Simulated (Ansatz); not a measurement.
# N on Mo(110): change of the work function, part 2 of 3

Aim: the work function of Mo(110) at several coverages of N (hollow site), and the dipole that each adsorbate carries.

Ansatz 0.2.0; plane-wave DFT, PBE, Ansatz PAW.

So far, work function, upper face (eV): step 2 (the clean slab) 4.60; step 3 (37 atoms, coverage 0.111 ML, cell 3x3) 4.73.

## (4) Adsorbate added, k-mesh 6×6×1, coverage 0.25 ML

System of this step: Mo16N (N/Mo(110)). The cell holds 17 atoms: 16 Mo and 1 N. Its edges and angles: a = 5.456 Å, b = 5.456 Å, c = 26.377 Å, α = 90.0°, β = 90.0°, γ = 70.5°. Vacuum lies along c.

Another coverage, to see how the dipoles act on each other as their distance changes.

Input file input.yaml:

```yaml
crystal:
  lattice:
    - [4.4547727214, -3.15, 0.0]
    - [4.4547727214, 3.15, 0.0]
    - [0.0, 0.0, 26.3772172182]
  atoms:
    - { symbol: Mo, position: [0.0, 0.0, 0.3412035442] }
    - { symbol: Mo, position: [0.25, 0.25, 0.4256471131] }
    - { symbol: Mo, position: [0.0, 0.0, 0.5109335839] }
    - { symbol: Mo, position: [0.25, 0.25, 0.5922974257] }
    - { symbol: Mo, position: [0.0, 0.5, 0.3412035442] }
    - { symbol: Mo, position: [0.25, 0.75, 0.4256471131] }
    - { symbol: Mo, position: [0.0, 0.5, 0.5109335839] }
    - { symbol: Mo, position: [0.25, 0.75, 0.5922974257] }
    - { symbol: Mo, position: [0.5, 0.0, 0.3412035442] }
    - { symbol: Mo, position: [0.75, 0.25, 0.4256471131] }
    - { symbol: Mo, position: [0.5, 0.0, 0.5109335839] }
    - { symbol: Mo, position: [0.75, 0.25, 0.5922974257] }
    - { symbol: Mo, position: [0.5, 0.5, 0.3412035442] }
    - { symbol: Mo, position: [0.75, 0.75, 0.4256471131] }
    - { symbol: Mo, position: [0.5, 0.5, 0.5109335839] }
    - { symbol: Mo, position: [0.75, 0.75, 0.5922974257] }
    - { symbol: "N", position: [0.42, 0.42, 0.6587964558] }
kpoints:
  mp_grid: { grid: [6, 6, 1] }
hamiltonian:
  xc: pbe
scf:
  occupations: { method: fermi_dirac, width: 0.1 }
  convergence: { dr2_threshold: 1.0e-08 }
efield:
  axis: 3
  dipole_correction: true
  ramp_position: 0.97
  ramp_width: 0.06
relax:
  f_tol: 0.02
  max_steps: 60
  constraints: [{ sites: [0, 1, 4, 5, 8, 9, 12, 13] }]
output:
  dos: { projected: true, e_range: [-8, 4] }
  write_potential: true
  write_density: true
  volumetric_format: npy
  elf: true
```

Command:

```console
$ ansatz run input.yaml --threads 4 --pin off --max-ram 16384MiB --backend cpu --events-out ev --progress --plain --runs-dir out
```

Wall time 4.8 min (4 threads of AMD EPYC 7R13 (Zen 3), shared host); peak memory 3 GiB; 18 min of CPU time.

Relaxation path:

```
step  energy less that of the first step (eV)  largest force component (eV/Å)
   1                                   0.0000                          5.3881
   2                                  -1.3126                          4.3002
   3                                  -2.1029                          1.9036
   4                                  -2.3886                          0.5600
   5                                  -2.3929                          0.4789
   6                                  -2.4242                          0.4572
   7                                  -2.4544                          0.0735
   8                                  -2.4558                          0.0218
   9                                  -2.4558                          0.0203
  10                                  -2.4559                          0.0020
```

The run keeps the 2 symmetry operations that the program found, so distortions that break them were not tested.

The atoms that moved most (Å):

```
atom      dx      dy      dz  length
 N17   0.311   0.000  -0.596   0.673
Mo16   0.106   0.000  -0.018   0.108
 Mo8  -0.004   0.003   0.087   0.087
Mo12  -0.004  -0.003   0.087   0.087
 Mo4  -0.047   0.000   0.055   0.073
 Mo3   0.017   0.000  -0.055   0.058
Mo11   0.003   0.003   0.030   0.030
 Mo7   0.003  -0.003   0.030   0.030
```

The relaxed structure:

```xyz
17
Lattice="4.4548 -3.1500 0.0000 4.4548 3.1500 0.0000 0.0000 0.0000 26.3772" Properties=species:S:1:pos:R:3
Mo    0.0000    0.0000    9.0000
Mo    2.2274    0.0000   11.2274
Mo    0.0171    0.0000   13.4219
Mo    2.1801    0.0000   15.6781
Mo    2.2274    1.5750    9.0000
Mo    4.4548    1.5750   11.2274
Mo    2.2302    1.5724   13.5065
Mo    4.4509    1.5782   15.7098
Mo    2.2274   -1.5750    9.0000
Mo    4.4548   -1.5750   11.2274
Mo    2.2302   -1.5724   13.5065
Mo    4.4509   -1.5782   15.7098
Mo    4.4548    0.0000    9.0000
Mo    6.6822    0.0000   11.2274
Mo    4.4544    0.0000   13.4693
Mo    6.7883    0.0000   15.6051
N     4.0529    0.0000   16.7808
```

Read from the output:

- energy at zero smearing: -79672.1947 eV
- work function, upper face: 4.924 eV
- work function, lower face: 4.620 eV
- dipole along the normal: -0.04703 e·Å
- step between the vacuum levels: 0.3032 eV

The density of states has structure finer than the step of the table below, so its rows give means over 0.25 eV. Peaks (eV: height): -2.920: 26.0, -2.860: 27.3, -2.710: 29.4, -2.290: 28.8, -1.800: 26.9, -1.560: 28.2, 1.380: 26.6.

The density of states by energy, zero at the Fermi level; means over each step:

```
energy (eV)  density of states (states/eV a cell)
      -7.00                                     0
      -6.75                                0.0596
      -6.50                                 0.891
      -6.25                                 0.960
      -6.00                                  1.16
      -5.75                                  1.53
      -5.50                                  2.79
      -5.25                                  7.81
      -5.00                                  9.95
      -4.75                                  17.8
      -4.50                                  20.7
      -4.25                                  17.8
      -4.00                                  17.1
      -3.75                                  22.4
      -3.50                                  18.0
      -3.25                                  19.5
      -3.00                                  23.5
      -2.75                                  23.8
      -2.50                                  19.7
      -2.25                                  21.2
      -2.00                                  20.1
      -1.75                                  23.7
      -1.50                                  22.9
      -1.25                                  19.4
      -1.00                                  16.7
      -0.75                                  14.0
      -0.50                                  13.1
      -0.25                                  11.5
       0.00                                  11.9
       0.25                                  16.5
       0.50                                  19.1
       0.75                                  19.8
       1.00                                  22.7
       1.25                                  24.8
```

Projected DOS per atom over height of the atomic layer and energy from the Fermi level. Layers: Mo4 Mo4 Mo4 Mo4 N from below.

Values in states/eV, 22 rows by 5 columns, each cell a mean:
```
1.39 1.57 1.47 1.50 0.31
1.35 1.26 1.21 1.22 0.19
1.50 0.94 0.87 1.09 0.17
1.02 0.53 0.49 0.82 0.15
1.19 0.52 0.48 0.72 0.28
1.24 0.56 0.62 1.16 0.44
1.74 0.88 0.86 1.43 0.50
1.58 1.15 1.26 1.43 0.46
1.35 1.12 1.22 1.30 0.47
1.49 1.45 1.34 1.23 0.41
1.12 1.72 1.86 0.96 0.33
1.08 1.24 1.20 0.97 0.36
1.20 1.48 1.22 0.82 0.47
0.64 1.55 1.41 0.82 1.32
0.39 1.09 1.19 0.99 2.39
0.11 0.31 0.41 0.68 1.54
0.03 0.12 0.15 0.14 0.26
0.03 0.10 0.10 0.03 0.03
0.02 0.08 0.07 0.02 0.01
0.00 0.00 0.00 0.00 0.00
0.00 0.00 0.00 0.00 0.00
0.00 0.00 0.00 0.00 0.00
```
Columns: height of the atomic layer (Å) from 9 to 16.8 (not evenly spaced); rows upwards: energy from the Fermi level (eV) from -7.96 to 1.45.

Valence density in the ca plane at fractional y = 0.000, with atoms of Mo within 0.2 Å of it. It is the smooth field of the valence electrons, not physical close to the nuclei.

Values in e/Å³, 8 rows by 16 columns, each cell a mean:
```
3.3 2.5 0.3 0.3 1.4 4.1 0.5 0.3 0.2 0.0 0.0 0.0 0.0 0.0 0.0 0.0
0.5 0.4 0.3 0.3 0.3 0.6 0.3 0.4 0.2 0.0 0.0 0.0 0.0 0.0 0.0 0.0
0.9 0.7 0.3 0.3 0.4 1.2 0.4 0.4 0.2 0.0 0.0 0.0 0.0 0.0 0.0 0.0
4.2 3.2 0.3 0.3 1.4 5.5 0.8 0.3 0.1 0.0 0.0 0.0 0.0 0.0 0.0 0.0
3.3 2.5 0.3 0.3 1.1 4.4 0.7 0.3 0.1 0.0 0.0 0.0 0.0 0.0 0.0 0.0
0.5 0.4 0.3 0.3 0.3 0.6 0.3 0.4 0.2 0.0 0.0 0.0 0.0 0.0 0.0 0.0
0.9 0.7 0.3 0.3 0.5 1.2 0.3 0.3 0.2 0.0 0.0 0.0 0.0 0.0 0.0 0.0
4.2 3.2 0.3 0.3 1.9 5.3 0.6 0.3 0.1 0.0 0.0 0.0 0.0 0.0 0.0 0.0
```
Columns run along c (16.0 Å, from fractional 0.31 to 0.92 of the cell), rows up along a (5.5 Å). Atoms in or near the plane, at fractional coordinates: Mo at (0.34, 0.00), Mo at (0.51, 0.00), Mo at (0.34, 0.50), Mo at (0.51, 0.50).

Electrostatic potential energy in the ca plane at fractional y = 0.000, with atoms of Mo within 0.2 Å of it. With pseudopotentials it is smooth inside the atoms' cores, unlike the true potential.

Ten even steps from '0' (-69 eV) to '9' (9 eV), each cell a mean:
```
40004899999851004899999999999999999999999999
74347899999974346899999999999999999999999999
87778999899998778999889999999999999999999999
98889999899999889999889999999999999999999999
87778999899998778999889999999999999999999999
64247899999975335899999999999999999999999999
40004899999862002799999999999999999999999999
30004899999861002799999999999999999999999999
52025899999973114799999999999999999999999999
86568999999987557899999999999999999999999999
98889999899998889999889999999999999999999999
98889999899998889999889999999999999999999999
86568999999986557999999999999999999999999999
52025899999862015899999999999999999999999999
30004899999840003799999999999999999999999999
```
Columns run along c (16.0 Å, from fractional 0.31 to 0.92 of the cell; values clipped at the 3rd and 97th percentile), rows up along a (5.5 Å). Atoms in or near the plane, at fractional coordinates: Mo at (0.34, 0.00), Mo at (0.51, 0.00), Mo at (0.34, 0.50), Mo at (0.51, 0.50).

ELF in the ca plane at fractional y = 0.000, with atoms of Mo within 0.2 Å of it. It is the smooth field of the valence electrons, not physical close to the nuclei.

Ten even steps from '0' (0.00) to '9' (0.72), each cell a mean:
```
89897355455369898345456654210000000000000000
48984454345437984355455654210000000000000000
34543554345533443555455553200000000000000000
54434654445654334654455543100000000000000000
34543554445533443454445542100000000000000000
48984354345436995344344542100000000000000000
89897355455359889445445542100000000000000000
99588355455369679445555542100000000000000000
69995354445348997345445543100000000000000000
36753454345434663354445553200000000000000000
44434554445654434664455553210000000000000000
44434554445644434664456654210000000000000000
36753454345435763454456654210000000000000000
69996354445359997345456654210000000000000000
99588355455379589445556654210000000000000000
```
Columns run along c (16.0 Å, from fractional 0.31 to 0.92 of the cell), rows up along a (5.5 Å). Atoms in or near the plane, at fractional coordinates: Mo at (0.34, 0.00), Mo at (0.51, 0.00), Mo at (0.34, 0.50), Mo at (0.51, 0.50).

The relaxation took 10 steps and lowered the energy by 2.5 eV; the largest force on the free atoms ends at 0.0020 eV/Å.

By hand: a sheet of dipoles makes a step −p/(ε₀A) in the electron's potential. With e/ε₀ = 180.95 V·Å, p = -0.04703 e·Å and A = 28.07 Å², that is −180.95 × (-0.04703) / 28.07 = +0.303 eV, and the two vacuum levels of the run differ by +0.303 eV.

The covered face has 4.92 eV, +0.33 eV against the clean one; the bare back face has moved by -0.08 eV, a measure of how thin the slab is.

## (5) Adsorbate added, k-mesh 6×6×1, coverage 0.5 ML

System of this step: Mo8N (N/Mo(110)). The cell holds 18 atoms: 16 Mo and 2 N. Its edges and angles: a = 5.456 Å, b = 5.456 Å, c = 26.377 Å, α = 90.0°, β = 90.0°, γ = 70.5°. Vacuum lies along c.

Edit input.yaml of step 4 so:

```diff
@@ -23,2 +23,3 @@
     - { symbol: "N", position: [0.42, 0.42, 0.6587964558] }
+    - { symbol: "N", position: [0.92, 0.42, 0.6587964558] }
 kpoints:
```

Run time: 5.6 min. Hardware: 4 threads; peak memory 3.5 GiB.

Step by step:

```
step  energy less that of the first step (eV)  largest force component (eV/Å)
   1                                   0.0000                          4.8040
   2                                  -2.9059                          4.4539
   3                                  -4.6351                          1.4013
   4                                  -5.1307                          0.5120
   5                                  -5.1666                          0.1440
   6                                  -5.1856                          0.0702
   7                                  -5.1867                          0.0128
```

The run keeps the 2 symmetry operations that the program found, so distortions that break them were not tested.

The atoms that moved most (Å):

```
atom      dx      dy      dz  length
 N18   0.200   0.068  -0.588   0.625
 N17   0.200   0.068  -0.588   0.625
Mo12  -0.068   0.034   0.135   0.155
 Mo4  -0.068   0.034   0.135   0.155
 Mo8   0.078  -0.041   0.062   0.108
Mo16   0.078  -0.041   0.062   0.108
 Mo3   0.013   0.008  -0.025   0.029
Mo11   0.013   0.008  -0.025   0.029
```

Final coordinates:

```
Mo N
1.0
     4.45477   -3.15000    0.00000
     4.45477    3.15000    0.00000
     0.00000    0.00000   26.37722
Mo N
16 2
Direct
  0.00000 0.00000 0.34120
  0.25000 0.25000 0.42565
  0.00024 0.00278 0.50999
  0.23700 0.24778 0.59740
  0.00000 0.50000 0.34120
  0.25000 0.75000 0.42565
  0.00091 0.50084 0.51135
  0.26523 0.75235 0.59463
  0.50000 0.00000 0.34120
  0.75000 0.25000 0.42565
  0.50024 0.00278 0.50999
  0.73700 0.24778 0.59740
  0.50000 0.50000 0.34120
  0.75000 0.75000 0.42565
  0.50091 0.50084 0.51135
  0.76523 0.75235 0.59463
  0.43169 0.45316 0.63650
  0.93169 0.45316 0.63650
```

The density of states has structure finer than the step of the table below, so its rows give means over 0.25 eV. Peaks (eV: height): -4.270: 27.4, -3.040: 25.9, -2.740: 32.4, -2.320: 31.5, -1.710: 30.5, -1.470: 26.1, 1.590: 29.4.

The density of states by energy, zero at the Fermi level; means over each step:

```
energy (eV)  density of states (states/eV a cell)
      -7.00                                     0
      -6.75                               0.00361
      -6.50                                 0.763
      -6.25                                 0.995
      -6.00                                  2.45
      -5.75                                  4.66
      -5.50                                  7.64
      -5.25                                  6.60
      -5.00                                  11.3
      -4.75                                  16.8
      -4.50                                  19.5
      -4.25                                  21.3
      -4.00                                  20.0
      -3.75                                  19.5
      -3.50                                  16.5
      -3.25                                  18.7
      -3.00                                  23.7
      -2.75                                  27.1
      -2.50                                  18.9
      -2.25                                  22.5
      -2.00                                  19.9
      -1.75                                  22.7
      -1.50                                  23.3
      -1.25                                  20.4
      -1.00                                  15.6
      -0.75                                  14.6
      -0.50                                  15.3
      -0.25                                  10.3
       0.00                                  11.1
       0.25                                  14.9
       0.50                                  17.5
       0.75                                  19.6
       1.00                                  22.9
       1.25                                  24.8
       1.50                                  25.4
```

The relaxation took 7 steps and lowered the energy by 5.2 eV; the largest force on the free atoms ends at 0.013 eV/Å.

The covered face has 5.54 eV, +0.94 eV against the clean one; the bare back face has moved by -0.10 eV, a measure of how thin the slab is.

## (6) Adsorbate added, k-mesh 12×12×1, coverage 1 ML

System of this step: Mo4N (N/Mo(110)). The cell holds 5 atoms: 4 Mo and 1 N. Cell: a = 2.728 Å, b = 2.728 Å, c = 26.377 Å, α = 90.0°, β = 90.0°, γ = 70.5°. Vacuum lies along c.

input.yaml, the sections that differ from step 5:

```yaml
crystal:
  lattice:
    - [2.2273863607, -1.575, 0.0]
    - [2.2273863607, 1.575, 0.0]
    - [0.0, 0.0, 26.3772172182]
  atoms:
    - { symbol: Mo, position: [0.0, 0.0, 0.3412035442] }
    - { symbol: Mo, position: [0.5, 0.5, 0.4256471131] }
    - { symbol: Mo, position: [0.0, 0.0, 0.5109335839] }
    - { symbol: Mo, position: [0.5, 0.5, 0.5922974257] }
    - { symbol: "N", position: [0.84, 0.84, 0.6587964558] }
kpoints:
  mp_grid: { grid: [12, 12, 1] }
relax:
  f_tol: 0.02
  max_steps: 60
  constraints: [{ sites: [0, 1] }]
output:
  write_potential: true
  write_density: true
  volumetric_format: npy
# hamiltonian, scf, efield: as in step 5
```

The job ended after 27 s (4 threads; peak memory 0.66 GiB; 1.8 min of CPU time).

(Part 2 of 3 ends here.)

[Long decimals in the printed logs are rounded to 6 places.]

[Logs are printed without paths, hosts, clocks, repeated set-up lines and the standing remarks that a program may print on its own settings, such as how far it seeks lower states.]

[Hosts, paths, dates, database ids (printed as entryN), source tags and the programs' standing remarks are cut or masked in the printed files.]

[Maps of the electrostatic potential energy from Ansatz leave out the sawtooth potential of an applied field or a dipole correction, so their vacuum need not be flat; planar profiles and work functions include it.]

[The density of states shown here was stored with 400 of the rows of the run's finer table, so its peaks can read low, often by over a quarter, or be missed, and its means over a window can be off by a tenth or more.]
